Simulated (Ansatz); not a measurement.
**Li on Ta(110): change of the work function**

Aim: the work function of Ta(110) at several coverages of Li (top site), and the dipole that each adsorbate carries.

Program: Ansatz 0.2.0. Level of theory: plane-wave DFT, PBE-D3(BJ), Ansatz PAW. Results are calculated unless marked as measured.

**1. The starting structure**

The cell holds 4 atoms: 4 Ta. Cell: a = 2.867 Å, b = 2.867 Å, c = 25.022 Å, α = 90.0°, β = 90.0°, γ = 70.5°. Vacuum lies along c.

**2. The clean slab**

The bare slab comes first, as the zero from which every change is counted. The two lowest layers are held at bulk places and the upper ones relax. The dipole correction removes the false field that a one-sided slab makes across the periodic vacuum, so each face gets a flat vacuum level of its own.

Contents of input.yaml:

```yaml
crystal:
  lattice:
    - [2.3405234457, -1.655, 0.0]
    - [2.3405234457, 1.655, 0.0]
    - [0.0, 0.0, 25.0215703372]
  atoms:
    - { symbol: Ta, position: [0.0, 0.0, 0.3596896549] }
    - { symbol: Ta, position: [0.5, 0.5, 0.453229885] }
    - { symbol: Ta, position: [0.0, 0.0, 0.546770115] }
    - { symbol: Ta, position: [0.5, 0.5, 0.6403103451] }
kpoints:
  mp_grid: { grid: [11, 11, 1] }
hamiltonian:
  xc: pbe
  dispersion: d3bj
scf:
  occupations: { method: fermi_dirac, width: 0.1 }
  convergence: { dr2_threshold: 1.0e-08 }
efield:
  axis: 3
  dipole_correction: true
  ramp_position: 0.97
  ramp_width: 0.06
relax:
  f_tol: 0.02
  max_steps: 60
  constraints: [{ sites: [0, 1] }]
output:
  write_potential: true
  write_density: true
  volumetric_format: npy
```

On the command line:

```
ansatz run input.yaml --threads 4 --pin off --max-ram 6144MiB --backend cpu --events-out ev --progress --plain --runs-dir out
```

Numbers of over 12 decimals in the logs are rounded to 6 here.

Output:

```text
Engine: ansatz 0.2.0, aarch64-unknown-linux-gnu
Pseudopotentials: kind: paw
Pseudopotential: Ta, paw, valence charge 13, recommended cutoff 420 eV (normal), Ta.paw.azcp
Functional definition: PBE
  parameter kappa = 0.804
  parameter beta = 0.066725
  exchange = pbe_x(kappa = kappa, mu = beta*pi^2/3)
  correlation = pbe_c(beta = beta)
Crystal: 4 atoms, lattice volume = 193.845 Å³
Basis set: ecut = 420 eV, 3793 PW (Γ), exchange–correlation on 40×40×360 points (8 copies of the dense FFT grid, shifted against one another)
Bands: 32, of which v1, the nominal top of the filled ones, is band 26 counted from 1 (25 counted from 0)
Symmetry: 4 space group operations
k-points: 36 of 121
Non-local potential: Ta, projectors of the file, l = 0: 3, l = 1: 2, l = 2: 2, l = 3: 1
PAW form: soft (Blöchl's): semilocal exchange-correlation on the pseudo side does not see the compensation charge
PAW one-centre angular grid: Ta, 590 points (default); XC on 64 Gauss nodes
Initial density: superposition of atomic densities (neutral atoms: chi_scale 0, normalization atom), corrected by the library's trained network
Initial wavefunctions: pseudopotential atomic-orbital guess
Functional: x = pbe(κ = 0.804, μ = 0.219515), c = pbe(β = 0.066725)
SCF iter   1: F=—  HF=-39728.703742 eV  |F-HF|=—  |Δ(HF+E_count)|=         —  Δρ=5.74e-3  dr2=1.29e0  ethr=1.77e-3  p=0.000 e·Å  D=2.87e-15 V/Å  ΔV_dip=-0.00 eV  dr2_dipole=4.39e-7  V_vac-E_F(+/−)=4.99/4.99 eV  ⟨swp⟩=7.2  Hψ=5576  notcnv=0
efield: sawtooth ramp at fractional position 0.9700 (set: `efield.ramp_position`, or a place that a band, a saddle search or an elastic batch's reference lends), width 0.0600; the density the first Hamiltonian is built on has a dipole p = 0.000 e·Å; the dipole correction subtracts the counter field D = 2.87e-15 V/Å, which shifts the + side's vacuum level by -0.00 eV against the − side's; the planar-averaged density in the ramp window peaks in size at 1.7e-5 e/Å³
preconditioner: auto → LDOS  [metal: Δε(μ)=0.046 eV  Ē_g=3.857 eV  σ=0.100 eV  W_gap=0.12  n_scr=16 (ndim 8)  ℏωp=11.9 eV  f_vac=0.544  D(μ)=5.13/eV (n_scr^D=16)  β→1.0]
SCF iter   2: F=—  HF=-39728.660831 eV  |F-HF|=—  |Δ(HF+E_count)|=   4.29e-2  Δρ=1.67e-3  dr2=2.11e-2  ethr=1.77e-3  p=0.000 e·Å  D=8.43e-6 V/Å  ΔV_dip=-0.00 eV  dr2_dipole=7.31e-7  V_vac-E_F(+/−)=4.81/4.81 eV  ⟨swp⟩=1.6  Hψ=1466  notcnv=0
SCF iter   3: F=—  HF=-39728.661284 eV  |F-HF|=—  |Δ(HF+E_count)|=   4.53e-4  Δρ=4.43e-4  dr2=2.61e-3  ethr=4.06e-5  p=-0.000 e·Å  D=-7.82e-7 V/Å  ΔV_dip=0.00 eV  dr2_dipole=1.41e-8  V_vac-E_F(+/−)=4.83/4.83 eV  ⟨swp⟩=2.1  Hψ=1567  notcnv=0
SCF iter   4: F=—  HF=-39728.661296 eV  |F-HF|=—  |Δ(HF+E_count)|=   1.19e-5  Δρ=1.28e-4  dr2=3.01e-5  ethr=5.02e-6  p=-0.000 e·Å  D=-7.56e-7 V/Å  ΔV_dip=0.00 eV  dr2_dipole=4.80e-10  V_vac-E_F(+/−)=4.82/4.82 eV  ⟨swp⟩=2.1  Hψ=1523  notcnv=0
SCF iter   5: F=—  HF=-39728.661299 eV  |F-HF|=—  |Δ(HF+E_count)|=   3.08e-6  Δρ=3.69e-5  dr2=2.38e-6  ethr=5.78e-8  p=-0.000 e·Å  D=-7.73e-7 V/Å  ΔV_dip=0.00 eV  dr2_dipole=1.96e-11  V_vac-E_F(+/−)=4.82/4.82 eV  ⟨swp⟩=3.1  Hψ=2302  notcnv=0
SCF iter   6: F=—  HF=-39728.661180 eV  |F-HF|=—  |Δ(HF+E_count)|=   1.19e-4  Δρ=1.37e-5  dr2=8.21e-7  ethr=4.58e-9  p=-0.000 e·Å  D=-2.30e-7 V/Å  ΔV_dip=0.00 eV  dr2_dipole=2.75e-12  V_vac-E_F(+/−)=4.82/4.82 eV  ⟨swp⟩=2.4  Hψ=2082  notcnv=0
SCF iter   7: F=—  HF=-39728.661180 eV  |F-HF|=—  |Δ(HF+E_count)|=   1.32e-7  Δρ=3.01e-6  dr2=2.00e-8  ethr=1.58e-9  p=-0.000 e·Å  D=-1.70e-7 V/Å  ΔV_dip=0.00 eV  dr2_dipole=8.98e-13  V_vac-E_F(+/−)=4.82/4.82 eV  ⟨swp⟩=2.3  Hψ=1940  notcnv=0
SCF iter   8: F=-39728.661180 eV  HF=-39728.661180 eV  |F-HF|=6.36e-9  |Δ(HF+E_count)|=   5.46e-8  Δρ=8.65e-7  dr2=2.50e-9  ethr=1.92e-11  p=-0.000 e·Å  D=-6.89e-8 V/Å  ΔV_dip=0.00 eV  dr2_dipole=8.68e-14  V_vac-E_F(+/−)=4.82/4.82 eV  ⟨swp⟩=10.8  Hψ=8617  notcnv=0
SCF 1 converged in 8 iterations: F = -39728.661180 eV  dr2 = 2.50e-9
  greatest PAW one-centre occupation: 0.999 electrons in one spin orbital (limit 2), on the Ta atom at site 3 (counted from 0), in its partial waves of l = 0
relax step   1: F+E_penalty+E_count = -39728.66117981 eV  Δ(F+E_penalty+E_count) = +0.000e0 eV  max|allowed force component| = 5.566e-1 eV/Å  Δτ_max = 0.0000 Å  (8 SCF iters, accepted)
Initial density: handed on by an earlier stage of this run
Initial wavefunctions: those handed on with the density
iter 1 solved again at ethr=2.87e-3 eV; its pass at ethr=3.10e-3 eV (dr2=1.49e0 eV) is discarded
SCF iter   1: F=—  HF=-39728.772473 eV  |F-HF|=—  |Δ(HF+E_count)|=         —  Δρ=9.92e-3  dr2=1.25e0  ethr=2.87e-3  p=0.000 e·Å  D=6.92e-7 V/Å  ΔV_dip=-0.00 eV  dr2_dipole=3.82e-2  V_vac-E_F(+/−)=4.85/4.85 eV  ⟨swp⟩=1.0  Hψ=4652  notcnv=0
efield: sawtooth ramp at fractional position 0.9700 (set: `efield.ramp_position`, or a place that a band, a saddle search or an elastic batch's reference lends), width 0.0600; the density the first Hamiltonian is built on has a dipole p = 0.000 e·Å; the dipole correction subtracts the counter field D = 6.92e-7 V/Å, which shifts the + side's vacuum level by -0.00 eV against the − side's; the planar-averaged density in the ramp window peaks in size at 8.3e-6 e/Å³
preconditioner: auto → LDOS  [metal: Δε(μ)=0.017 eV  Ē_g=3.962 eV  σ=0.100 eV  W_gap=0.04  n_scr=16 (ndim 8)  ℏωp=11.9 eV  f_vac=0.554  D(μ)=4.69/eV (n_scr^D=16)  β→1.0]
SCF iter   2: F=—  HF=-39728.709717 eV  |F-HF|=—  |Δ(HF+E_count)|=   6.28e-2  Δρ=5.43e-3  dr2=2.94e-1  ethr=2.40e-3  p=0.014 e·Å  D=1.30e-2 V/Å  ΔV_dip=-0.32 eV  dr2_dipole=2.03e-4  V_vac-E_F(+/−)=4.49/4.81 eV  ⟨swp⟩=2.9  Hψ=1799  notcnv=0
SCF iter   3: F=—  HF=-39728.682685 eV  |F-HF|=—  |Δ(HF+E_count)|=   2.70e-2  Δρ=1.76e-3  dr2=3.02e-2  ethr=5.66e-4  p=0.006 e·Å  D=5.49e-3 V/Å  ΔV_dip=-0.14 eV  dr2_dipole=1.67e-3  V_vac-E_F(+/−)=4.69/4.83 eV  ⟨swp⟩=2.9  Hψ=2149  notcnv=0
SCF iter   4: F=—  HF=-39728.678663 eV  |F-HF|=—  |Δ(HF+E_count)|=   4.02e-3  Δρ=3.86e-4  dr2=6.24e-4  ethr=5.81e-5  p=0.006 e·Å  D=5.95e-3 V/Å  ΔV_dip=-0.15 eV  dr2_dipole=1.76e-6  V_vac-E_F(+/−)=4.68/4.83 eV  ⟨swp⟩=2.7  Hψ=1995  notcnv=0
SCF iter   5: F=—  HF=-39728.678814 eV  |F-HF|=—  |Δ(HF+E_count)|=   1.51e-4  Δρ=1.25e-4  dr2=4.95e-5  ethr=1.20e-6  p=0.006 e·Å  D=5.73e-3 V/Å  ΔV_dip=-0.14 eV  dr2_dipole=1.33e-6  V_vac-E_F(+/−)=4.68/4.82 eV  ⟨swp⟩=2.2  Hψ=1637  notcnv=0
SCF iter   6: F=—  HF=-39728.678822 eV  |F-HF|=—  |Δ(HF+E_count)|=   8.31e-6  Δρ=3.75e-5  dr2=1.55e-5  ethr=9.53e-8  p=0.006 e·Å  D=5.44e-3 V/Å  ΔV_dip=-0.14 eV  dr2_dipole=4.09e-6  V_vac-E_F(+/−)=4.69/4.82 eV  ⟨swp⟩=2.7  Hψ=2062  notcnv=0
[...]
preconditioner: auto → LDOS  [metal: Δε(μ)=0.042 eV  Ē_g=3.880 eV  σ=0.100 eV  W_gap=0.10  n_scr=16 (ndim 8)  ℏωp=11.9 eV  f_vac=0.553  D(μ)=5.15/eV (n_scr^D=16)  β→1.0]
SCF iter   2: F=—  HF=-39728.701981 eV  |F-HF|=—  |Δ(HF+E_count)|=   8.81e-3  Δρ=2.21e-3  dr2=2.92e-2  ethr=3.79e-4  p=0.002 e·Å  D=1.59e-3 V/Å  ΔV_dip=-0.04 eV  dr2_dipole=1.09e-3  V_vac-E_F(+/−)=4.79/4.83 eV  ⟨swp⟩=2.0  Hψ=2009  notcnv=0
SCF iter   3: F=—  HF=-39728.698267 eV  |F-HF|=—  |Δ(HF+E_count)|=   3.71e-3  Δρ=7.14e-4  dr2=4.29e-3  ethr=5.62e-5  p=0.004 e·Å  D=3.49e-3 V/Å  ΔV_dip=-0.09 eV  dr2_dipole=4.19e-5  V_vac-E_F(+/−)=4.74/4.83 eV  ⟨swp⟩=2.4  Hψ=2092  notcnv=0
SCF iter   4: F=—  HF=-39728.697521 eV  |F-HF|=—  |Δ(HF+E_count)|=   7.46e-4  Δρ=1.78e-4  dr2=1.57e-4  ethr=8.24e-6  p=0.003 e·Å  D=2.94e-3 V/Å  ΔV_dip=-0.07 eV  dr2_dipole=1.19e-5  V_vac-E_F(+/−)=4.75/4.83 eV  ⟨swp⟩=2.8  Hψ=1945  notcnv=0
SCF iter   5: F=—  HF=-39728.697534 eV  |F-HF|=—  |Δ(HF+E_count)|=   1.34e-5  Δρ=4.67e-5  dr2=1.14e-5  ethr=3.01e-7  p=0.003 e·Å  D=2.70e-3 V/Å  ΔV_dip=-0.07 eV  dr2_dipole=4.41e-9  V_vac-E_F(+/−)=4.76/4.83 eV  ⟨swp⟩=2.1  Hψ=1782  notcnv=0
SCF iter   6: F=—  HF=-39728.697531 eV  |F-HF|=—  |Δ(HF+E_count)|=   3.12e-6  Δρ=1.45e-5  dr2=8.41e-7  ethr=2.18e-8  p=0.003 e·Å  D=2.69e-3 V/Å  ΔV_dip=-0.07 eV  dr2_dipole=8.98e-8  V_vac-E_F(+/−)=4.76/4.83 eV  ⟨swp⟩=2.3  Hψ=1881  notcnv=0
SCF iter   7: F=—  HF=-39728.697408 eV  |F-HF|=—  |Δ(HF+E_count)|=   1.23e-4  Δρ=4.78e-6  dr2=8.41e-8  ethr=1.62e-9  p=0.003 e·Å  D=2.66e-3 V/Å  ΔV_dip=-0.07 eV  dr2_dipole=3.27e-9  V_vac-E_F(+/−)=4.76/4.83 eV  ⟨swp⟩=2.7  Hψ=2081  notcnv=0
SCF iter   8: F=-39728.697408 eV  HF=-39728.697408 eV  |F-HF|=1.17e-8  |Δ(HF+E_count)|=   2.38e-8  Δρ=1.46e-6  dr2=6.00e-9  ethr=1.92e-11  p=0.003 e·Å  D=2.67e-3 V/Å  ΔV_dip=-0.07 eV  dr2_dipole=8.96e-11  V_vac-E_F(+/−)=4.76/4.83 eV  ⟨swp⟩=11.1  Hψ=8978  notcnv=0
SCF 3 converged in 8 iterations: F = -39728.697408 eV  dr2 = 6.00e-9
relax step   3: F+E_penalty+E_count = -39728.69740822 eV  Δ(F+E_penalty+E_count) = -1.870e-2 eV  max|allowed force component| = 9.193e-2 eV/Å  Δτ_max = 0.0407 Å  (8 SCF iters, accepted)
[...]
relax step   4: F+E_penalty+E_count = -39728.69758430 eV  Δ(F+E_penalty+E_count) = -1.761e-4 eV  max|allowed force component| = 4.419e-2 eV/Å  Δτ_max = 0.0275 Å  (8 SCF iters, accepted)
SCF iter   1: F=—  HF=-39728.698835 eV  |F-HF|=—  |Δ(HF+E_count)|=         —  Δρ=1.04e-3  dr2=2.80e-2  ethr=5.61e-4  p=0.003 e·Å  D=2.65e-3 V/Å  ΔV_dip=-0.07 eV  dr2_dipole=5.07e-3  V_vac-E_F(+/−)=4.76/4.83 eV  ⟨swp⟩=2.1  Hψ=1900  notcnv=0
efield: sawtooth ramp at fractional position 0.9700 (set: `efield.ramp_position`, or a place that a band, a saddle search or an elastic batch's reference lends), width 0.0600; the density the first Hamiltonian is built on has a dipole p = 0.003 e·Å; the dipole correction subtracts the counter field D = 2.65e-3 V/Å, which shifts the + side's vacuum level by -0.07 eV against the − side's; the planar-averaged density in the ramp window peaks in size at 6.4e-6 e/Å³
preconditioner: auto → LDOS  [metal: Δε(μ)=0.046 eV  Ē_g=3.885 eV  σ=0.100 eV  W_gap=0.11  n_scr=16 (ndim 8)  ℏωp=11.9 eV  f_vac=0.551  D(μ)=5.11/eV (n_scr^D=16)  β→1.0]
SCF iter   2: F=—  HF=-39728.698249 eV  |F-HF|=—  |Δ(HF+E_count)|=   5.86e-4  Δρ=2.62e-4  dr2=4.83e-4  ethr=5.39e-5  p=0.003 e·Å  D=3.25e-3 V/Å  ΔV_dip=-0.08 eV  dr2_dipole=2.38e-9  V_vac-E_F(+/−)=4.74/4.82 eV  ⟨swp⟩=1.0  Hψ=1440  notcnv=0
SCF iter   3: F=—  HF=-39728.698194 eV  |F-HF|=—  |Δ(HF+E_count)|=   5.49e-5  Δρ=1.32e-4  dr2=2.07e-4  ethr=9.30e-7  p=0.003 e·Å  D=2.76e-3 V/Å  ΔV_dip=-0.07 eV  dr2_dipole=2.91e-5  V_vac-E_F(+/−)=4.76/4.82 eV  ⟨swp⟩=2.8  Hψ=2124  notcnv=0
SCF iter   4: F=—  HF=-39728.698185 eV  |F-HF|=—  |Δ(HF+E_count)|=   8.58e-6  Δρ=4.91e-5  dr2=3.78e-5  ethr=3.99e-7  p=0.003 e·Å  D=2.80e-3 V/Å  ΔV_dip=-0.07 eV  dr2_dipole=2.97e-6  V_vac-E_F(+/−)=4.76/4.83 eV  ⟨swp⟩=1.8  Hψ=1442  notcnv=0
SCF iter   5: F=—  HF=-39728.698175 eV  |F-HF|=—  |Δ(HF+E_count)|=   9.94e-6  Δρ=1.19e-5  dr2=2.26e-6  ethr=7.27e-8  p=0.003 e·Å  D=2.78e-3 V/Å  ΔV_dip=-0.07 eV  dr2_dipole=4.67e-7  V_vac-E_F(+/−)=4.76/4.83 eV  ⟨swp⟩=1.3  Hψ=1254  notcnv=0
SCF iter   6: F=—  HF=-39728.698054 eV  |F-HF|=—  |Δ(HF+E_count)|=   1.21e-4  Δρ=2.41e-6  dr2=5.53e-8  ethr=4.35e-9  p=0.003 e·Å  D=2.76e-3 V/Å  ΔV_dip=-0.07 eV  dr2_dipole=2.29e-9  V_vac-E_F(+/−)=4.76/4.83 eV  ⟨swp⟩=2.2  Hψ=1669  notcnv=0
SCF iter   7: F=-39728.698054 eV  HF=-39728.698054 eV  |F-HF|=2.84e-9  |Δ(HF+E_count)|=   1.64e-8  Δρ=8.38e-7  dr2=2.98e-9  ethr=1.92e-11  p=0.003 e·Å  D=2.75e-3 V/Å  ΔV_dip=-0.07 eV  dr2_dipole=4.84e-11  V_vac-E_F(+/−)=4.76/4.83 eV  ⟨swp⟩=11.1  Hψ=9107  notcnv=0
SCF 5 converged in 7 iterations: F = -39728.698054 eV  dr2 = 2.98e-9
relax step   5: F+E_penalty+E_count = -39728.69805434 eV  Δ(F+E_penalty+E_count) = -4.700e-4 eV  max|allowed force component| = 1.565e-3 eV/Å  Δτ_max = 0.0148 Å  (7 SCF iters, accepted)
NSCF: frozen V_eff on 36 k-points
the band table was solved once a step of the walk had ended and its energy, with any forces and stress, was formed, with the checks that follow a solve (5942 applications of the Hamiltonian). They found nothing against the state; the energy, forces and stress were not computed again (output.eigenvalues in the input reference)
SCF converged after 7 iterations
Free energy (F): -39728.698054 eV
Harris-Foulkes:  -39728.698054 eV  (|F-HF|=2.84e-9)
Internal energy: -39728.526910 eV  (E = F + TS)
E sigma→0 (E₀):  -39728.612482 eV
Entropy (-TS):   -0.171145 eV (-42.786 meV/atom)
Fermi energy:    4.105969 eV
Dipole field:    D = 0.002755 V/Å  (p = 0.002952 e·Å, saw-weighted, corrected)
Work function:   Φ+ = 4.7565 eV   Φ− = 4.8254 eV
Levels:          The Fermi level and band energies are counted from a zero that moves with the ramp; work functions are not
--- Per-component energies (eV) ---
  E_band       = -1175.884434
  E_kinetic    = 1458.816433
  E_local      = -56101.221494  (includes V_loc(G=0)·N_el)
  E_nonlocal   = 60.011433
  E_hartree    = 27334.641718
  E_xc         = -870.452392
  E_vxc        = -811.668113  (∫ρ·V_xc dr)
  E_paw        = -33586.091685  (= ΣΔE_a)
  E_vpaw       = -451.119195  (= ΣTr[D̂ρ^β])
  E_aug_tail   = 0.000572  (compensation charges beyond the density's cutoff)
  E_efield     = 0.000004  (sawtooth field / dipole correction)
  E_vefield    = 0.006208  (∫n·V_field dr)
  E_ewald      = 21977.678889
  E_disp       = -1.910388  (pairwise vdW)
  E_smearing   = -0.171145  (= −TS)
  E_closure    = 0.000000  (closes the sum)
  Σ components = -39728.698054   (vs F -39728.698054, Δ=0.00e0)
--- Forces (eV/Å), atoms counted from 1 ---
  atom   1  Ta     0.00000000     0.00000000     0.55980910
  atom   2  Ta     0.00000000     0.00000000    -0.55869252
  atom   3  Ta     0.00000000     0.00000000     0.00042759
  atom   4  Ta     0.00000000     0.00000000    -0.00156468
  max |Σ_I F_I| component: 2.05e-5 eV/Å
--- Band table (eV; the first three rows and the last of 36) ---
  k-point 0: bands = [... 22 lower, 3.5967, 3.7864, 3.9038, 4.4707, 4.5590, 4.7248, 5.0330, 5.4187, ... 2 higher]
  k-point 1: bands = [... 22 lower, 3.5012, 3.7607, 3.8939, 4.2123, 4.4701, 4.8023, 5.0498, 5.1679, ... 2 higher]
  k-point 2: bands = [... 22 lower, 3.3219, 3.5721, 3.7213, 3.8586, 4.0774, 4.3273, 5.3683, 5.5137, ... 2 higher]
  k-point 35: bands = [... 22 lower, 2.7355, 3.3353, 3.9133, 5.4500, 5.6014, 6.2736, 6.5911, 6.8545, ... 2 higher]
--- Relaxed structure (5 steps of the walk, 5 accepted, 0 SCFs on fresh bases) ---
  F+E_penalty+E_count = -39728.69805434 eV   max|allowed force component| = 1.565e-3 eV/Å
  atoms:
    - { symbol: Ta, position: [0.0, 0.0, 0.3596896549] }
    - { symbol: Ta, position: [0.5, 0.5, 0.453230] }
    - { symbol: Ta, position: [0.0, 0.0, 0.545504] }
    - { symbol: Ta, position: [0.5, 0.5, 0.634660] }
```

It took 23 s on 4 threads of Arm Neoverse V1, shared host; peak memory 0.55 GiB; 88 s of CPU time.

The steps of the relaxation:

```csv
step,energy less that of the first step (eV),largest force component (eV/Å)
1,0.0000,0.5566
2,-0.0175,0.5943
3,-0.0362,0.0919
4,-0.0364,0.0442
5,-0.0369,0.0016
```

The run keeps the 4 symmetry operations that it works with, so distortions that break them were not tested.

The atoms that moved most (Å):

```csv
atom,dx,dy,dz,length
Ta4,0.000,0.000,-0.141,0.141
Ta3,0.000,0.000,-0.032,0.032
```

Final coordinates:

```xyz
4
Lattice="2.3405 -1.6550 0.0000 2.3405 1.6550 0.0000 0.0000 0.0000 25.0216" Properties=species:S:1:pos:R:3
Ta    0.0000    0.0000    9.0000
Ta    2.3405    0.0000   11.3405
Ta    0.0000    0.0000   13.6494
Ta    2.3405    0.0000   15.8802
```

This step gave:

| Quantity | Value |
| --- | --- |
| energy at zero smearing | -39728.6125 eV |
| work function, upper face | 4.756 eV |
| work function, lower face | 4.825 eV |
| dipole along the normal | 0.002952 e·Å |
| step between the vacuum levels | -0.06894 eV |

Running mean over 2.341 Å of the planar mean; the ramp of the sawtooth is left out. Electron's electrostatic potential energy less the Fermi level against z:

```csv
z (Å),electron's electrostatic potential energy less the Fermi level (eV)
3.5,4.82
4.0,4.82
4.5,4.82
5.0,4.81
5.5,4.76
6.0,4.63
6.5,4.22
7.0,2.96
7.5,-0.237
8.0,-5.20
8.5,-8.91
9.0,-10.1
9.5,-10.1
10.0,-10.0
10.5,-10.00
11.0,-9.99
11.5,-10.0
12.0,-10.2
12.5,-10.3
13.0,-10.2
13.5,-10.1
14.0,-10.4
14.5,-10.9
15.0,-11.0
15.5,-10.6
16.0,-10.1
16.5,-8.28
17.0,-4.03
17.5,0.706
18.0,3.34
18.5,4.30
19.0,4.61
19.5,4.71
20.0,4.74
20.5,4.75
21.0,4.76
21.5,4.76
```

The relaxation took 5 steps and lowered the energy by 0.037 eV; the largest force on the free atoms ends at 0.0016 eV/Å.

The work function of the upper face is 4.76 eV.

(Part 1 of 4 ends here.)

[Logs are printed without paths, hosts, clocks, repeated set-up lines and the standing remarks that a program may print on its own settings, such as how far it seeks lower states.]

[Hosts, paths, dates, database ids (printed as entryN), source tags and the programs' standing remarks are cut or masked in the printed files.]

[Maps of the electrostatic potential energy from Ansatz leave out the sawtooth potential of an applied field or a dipole correction, so their vacuum need not be flat; planar profiles and work functions include it.]
